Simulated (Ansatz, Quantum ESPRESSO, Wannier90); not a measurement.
# Ballistic channels from Wannier functions: zigzag Ga chain, bond 2.55 Å, width 1.2 Å, part 5 of 5

Aim: a Wannier model and the conductance steps that follow from it, for this wire: zigzag Ga chain, bond 2.55 Å, width 1.2 Å.

Quantum ESPRESSO 7.5 and Wannier90 3.1.0; plane-wave DFT, PBE, GBRV ultrasoft pseudopotentials; cross-check by Ansatz 0.2.0 with PAW datasets.

So far. Step 2 (Self-consistent run): The run needed 17 iterations to bring the estimated error under 1e-07 Ry; the largest force on any atom, held or free, is 0.30 eV/Å. Step 6 (Wannier functions and transport): Bands and channels are those of the Wannier model: bands that were not projected, and all outside the frozen window, are missing or only approximate.

### 10. Cross-check with Ansatz

A second code with its own PAW datasets, on the same atoms.

Level of this step: plane-wave DFT, PBE, Ansatz PAW (Ansatz 0.2.0).

Input file input.yaml:

```yaml
crystal:
  lattice:
    - [9.0, 0.0, 0.0]
    - [0.0, 8.0, 0.0]
    - [0.0, 0.0, 4.5]
  atoms:
    - { symbol: Ga, position: [-0.0666666667, 0.0, 0.0] }
    - { symbol: Ga, position: [0.0666666667, 0.0, 0.5] }
kpoints:
  mp_grid: { grid: [1, 1, 16] }
hamiltonian:
  xc: pbe
scf:
  occupations: { method: fermi_dirac, width: 0.05 }
  convergence: { dr2_threshold: 1.0e-08 }
output:
  transmission:
    leads: [[0, 0]]
    e_range: [-4.0, 2.0]
    de: 0.05
    kmesh: [1, 1]
    reduced_basis: true
```

Started as:

```bash
$ ansatz run input.yaml --threads 2 --pin off --max-ram 4096MiB --backend cpu --events-out ev --progress --plain --runs-dir out
```

Numbers of over 12 decimals in the logs are rounded to 6 here.

The program printed:

```text
Engine: ansatz 0.2.0, aarch64-unknown-linux-gnu
Pseudopotentials: kind: paw
Pseudopotential: Ga, paw, valence charge 13, recommended cutoff 420 eV (normal), Ga.paw.azcp
Functional definition: PBE
  parameter kappa = 0.804
  parameter beta = 0.066725
  exchange = pbe_x(kappa = kappa, mu = beta*pi^2/3)
  correlation = pbe_c(beta = beta)
Crystal: 2 atoms, lattice volume = 324.000 Å³
Basis set: ecut = 420 eV, 6351 PW (Γ)
Bands: 17, of which v1, the nominal top of the filled ones, is band 13 counted from 1 (12 counted from 0)
Symmetry: 8 space group operations
Space group: Pmma (ITA 51), of the structure as read, at distance tolerance 6.9e-5 Å
k-points: 9 of 16
Non-local potential: Ga, projectors of the file, l = 0: 2, l = 1: 2, l = 2: 3, l = 3: 1
PAW form: soft (Blöchl's): semilocal exchange-correlation on the pseudo side does not see the compensation charge
PAW one-centre angular grid: Ga, 590 points (default); XC on 64 Gauss nodes
Initial density: superposition of atomic densities (neutral atoms: chi_scale 0, normalization atom), corrected by the library's trained network
Initial wavefunctions: pseudopotential atomic-orbital guess
Functional: x = pbe(κ = 0.804, μ = 0.219515), c = pbe(β = 0.066725)
SCF iter   1: F=—  HF=-7563.632615 eV  |F-HF|=—  |Δ(HF+E_count)|=         —  Δρ=2.01e-3  dr2=3.08e-2  ethr=1.77e-3  ⟨swp⟩=6.2  Hψ=779  notcnv=0
preconditioner: auto → LDOS  [metal: Δε(μ)=0.020 eV  Ē_g=14.409 eV  σ=0.050 eV  W_gap=0.10  n_scr=38 (ndim 8)  ℏωp=10.5 eV  f_vac=0.692  D(μ)=3.81/eV (n_scr^D=12)  β→1.0]
SCF iter   2: F=—  HF=-7563.621307 eV  |F-HF|=—  |Δ(HF+E_count)|=   1.13e-2  Δρ=1.01e-3  dr2=2.27e-3  ethr=1.18e-4  ⟨swp⟩=2.7  Hψ=294  notcnv=0
SCF iter   3: F=—  HF=-7563.626245 eV  |F-HF|=—  |Δ(HF+E_count)|=   4.94e-3  Δρ=4.46e-4  dr2=8.74e-4  ethr=8.72e-6  ⟨swp⟩=2.0  Hψ=306  notcnv=0
SCF iter   4: F=—  HF=-7563.626057 eV  |F-HF|=—  |Δ(HF+E_count)|=   1.88e-4  Δρ=1.85e-4  dr2=2.15e-4  ethr=3.36e-6  ⟨swp⟩=2.0  Hψ=305  notcnv=0
SCF iter   5: F=—  HF=-7563.626021 eV  |F-HF|=—  |Δ(HF+E_count)|=   3.56e-5  Δρ=5.92e-5  dr2=2.89e-5  ethr=8.27e-7  ⟨swp⟩=2.3  Hψ=270  notcnv=0
SCF iter   6: F=—  HF=-7563.626022 eV  |F-HF|=—  |Δ(HF+E_count)|=   9.36e-7  Δρ=1.41e-5  dr2=1.72e-6  ethr=1.11e-7  ⟨swp⟩=3.0  Hψ=278  notcnv=0
SCF iter   7: F=—  HF=-7563.626043 eV  |F-HF|=—  |Δ(HF+E_count)|=   2.08e-5  Δρ=2.89e-6  dr2=3.30e-8  ethr=6.61e-9  ⟨swp⟩=3.0  Hψ=285  notcnv=0
SCF iter   8: F=-7563.626043 eV  HF=-7563.626043 eV  |F-HF|=2.12e-9  |Δ(HF+E_count)|=   4.40e-8  Δρ=5.51e-7  dr2=1.35e-9  ethr=3.85e-11  ⟨swp⟩=5.0  Hψ=447  notcnv=0
SCF 1 converged in 8 iterations: F = -7563.626043 eV  dr2 = 1.35e-9
  greatest PAW one-centre occupation: 0.995 electrons in one spin orbital (limit 2), on the Ga atom at site 1 (counted from 0), in its partial waves of l = 2
transmission: 6 of 36 steps passed
transmission: 12 of 36 steps passed
[...]
transmission: 36 of 36 steps passed
SCF converged after 8 iterations
Free energy (F): -7563.626043 eV
Harris-Foulkes:  -7563.626043 eV  (|F-HF|=2.12e-9)
Internal energy: -7563.594183 eV  (E = F + TS)
E sigma→0 (E₀):  -7563.610113 eV
Entropy (-TS):   -0.031860 eV (-15.930 meV/atom)
Fermi energy:    -2.333538 eV
--- Per-component energies (eV) ---
  E_band       = -377.241946
  E_kinetic    = 226.439619
  E_local      = -7636.785336  (includes V_loc(G=0)·N_el)
  E_nonlocal   = 841.166498
  E_hartree    = 3554.063358
  E_xc         = -136.092334
  E_vxc        = -112.112532  (∫ρ·V_xc dr)
  E_paw        = -3966.834592  (= ΣΔE_a)
  E_vpaw       = -804.075457  (= ΣTr[D̂ρ^β])
  E_aug_tail   = -0.000228  (compensation charges beyond the density's cutoff)
  E_ewald      = -445.551168
  E_smearing   = -0.031860  (= −TS)
  E_closure    = -0.000000  (closes the sum)
  Σ components = -7563.626043   (vs F -7563.626043, Δ=0.00e0)
--- Band table (eV; the first three rows and the last of 9) ---
  k-point 0: bands = [... 9 lower, -16.9554, -9.5701, -4.5868, -2.4876, -2.2680, -0.1823, -0.0959, 1.1852]
  k-point 1: bands = [... 9 lower, -16.9462, -9.5422, -4.6549, -2.4588, -2.4292, -0.1745, 0.2111, 1.1908]
  k-point 2: bands = [... 9 lower, -16.9263, -9.4588, -4.8774, -2.6891, -2.3725, -0.1622, 0.9236, 1.1953]
  k-point 8: bands = [... 9 lower, -16.8652, -7.7921, -7.7921, -1.7521, -1.7521, -0.7282, -0.7282, 2.1708]
--- Transmission ---
  basis      : 629 plane waves across, 6 finite elements along
  points     : 1, standing for a mesh of 1 x 1
  energies   : 121 from -4.000000 to 2.000000 eV about the Fermi level, 0.050000 eV apart; the leads are filled to 0.000000 eV, and channels, transmission and decay are at 0.000000 eV
  crystal 0  : Ga2, at the sites [0, 0], period 4.5000 Å: whole cells are its period
    offset         : up to 0.0000 Å between an atom of the period and one for which it stands
    channels       : 3.000000e0 a spin
    conductance    : none, the energies end too early or step too widely for 300 K: set another output.transmission.e_range or a lower de, or, where they end at an eighth of basis.ecutwfc, a higher one
```

Elapsed: 1.7 min, on 2 threads of Arm Neoverse N1, shared host; peak memory 0.7 GiB; 3.4 min of CPU time.

This step gave:

```
free energy                                : -7563.6260 eV
energy at zero smearing                    : -7563.6101 eV
smearing term TS                           : 0.03186 eV
Fermi energy                               : -2.334 eV
symmetry operations                        : 8
lead channels at the Fermi level, one spin : 3
```

Per spin. Table of open channels by energy, zero at the Fermi level:

| energy (eV) | open channels |
| --- | --- |
| -4.000 | 1 |
| -3.800 | 1 |
| -3.600 | 1 |
| -3.400 | 1 |
| -3.200 | 1 |
| -3.000 | 1 |
| -2.800 | 1 |
| -2.600 | 1 |
| -2.400 | 1 |
| -2.200 | 0 |
| -2.000 | 0 |
| -1.800 | 0 |
| -1.600 | 0 |
| -1.400 | 0 |
| -1.200 | 0 |
| -1.000 | 0 |
| -0.800 | 0 |
| -0.600 | 0 |
| -0.400 | 2 |
| -0.200 | 2 |
| 0.000 | 3 |
| 0.200 | 2 |
| 0.400 | 2 |
| 0.600 | 2 |
| 0.800 | 2 |
| 1.000 | 2 |
| 1.200 | 2 |
| 1.400 | 2 |
| 1.600 | 2 |
| 1.800 | 2 |
| 2.000 | 2 |

### 11. The arithmetic

3 channels × 77.48 µS = 232 µS, a two-terminal resistance of 12.906/3 = 4.30 kΩ whatever the wire's length, as long as nothing scatters.

### 12. Results

```yaml
open_channels_at_the_fermi_level_per_spin: 3
total_spread: 21.9 Å²
gauge_invariant_spread: 18.3 Å²
largest_band_misfit_in_the_frozen_window: 0.0171 eV
channels_at_the_fermi_level_by_ansatz: 3
```

In words: The wire offers 3 channels per spin at the Fermi level. Between -4 and 1.5 eV the channel count from Wannier functions equals that from Ansatz's layer matching at 97 % of the energies; outside the frozen window the Wannier bands are not held to the plane-wave ones. Each plane-wave level in the frozen window has a Wannier level within 0.02 eV; this test doesn't see extra bands that a model may add. The wire is perfect, so the conductance only counts bands: each channel, with its partner of the other spin, carries G₀ = 2e²/h. It was run without spin polarisation, which was not tested.

[Logs are printed without paths, hosts, clocks, repeated set-up lines and the standing remarks that a program may print on its own settings, such as how far it seeks lower states.]

[Hosts, paths, dates, database ids (printed as entryN), source tags and the programs' standing remarks are cut or masked in the printed files.]

[Maps of the electrostatic potential energy from Ansatz leave out the sawtooth potential of an applied field or a dipole correction, so their vacuum need not be flat; planar profiles and work functions include it.]
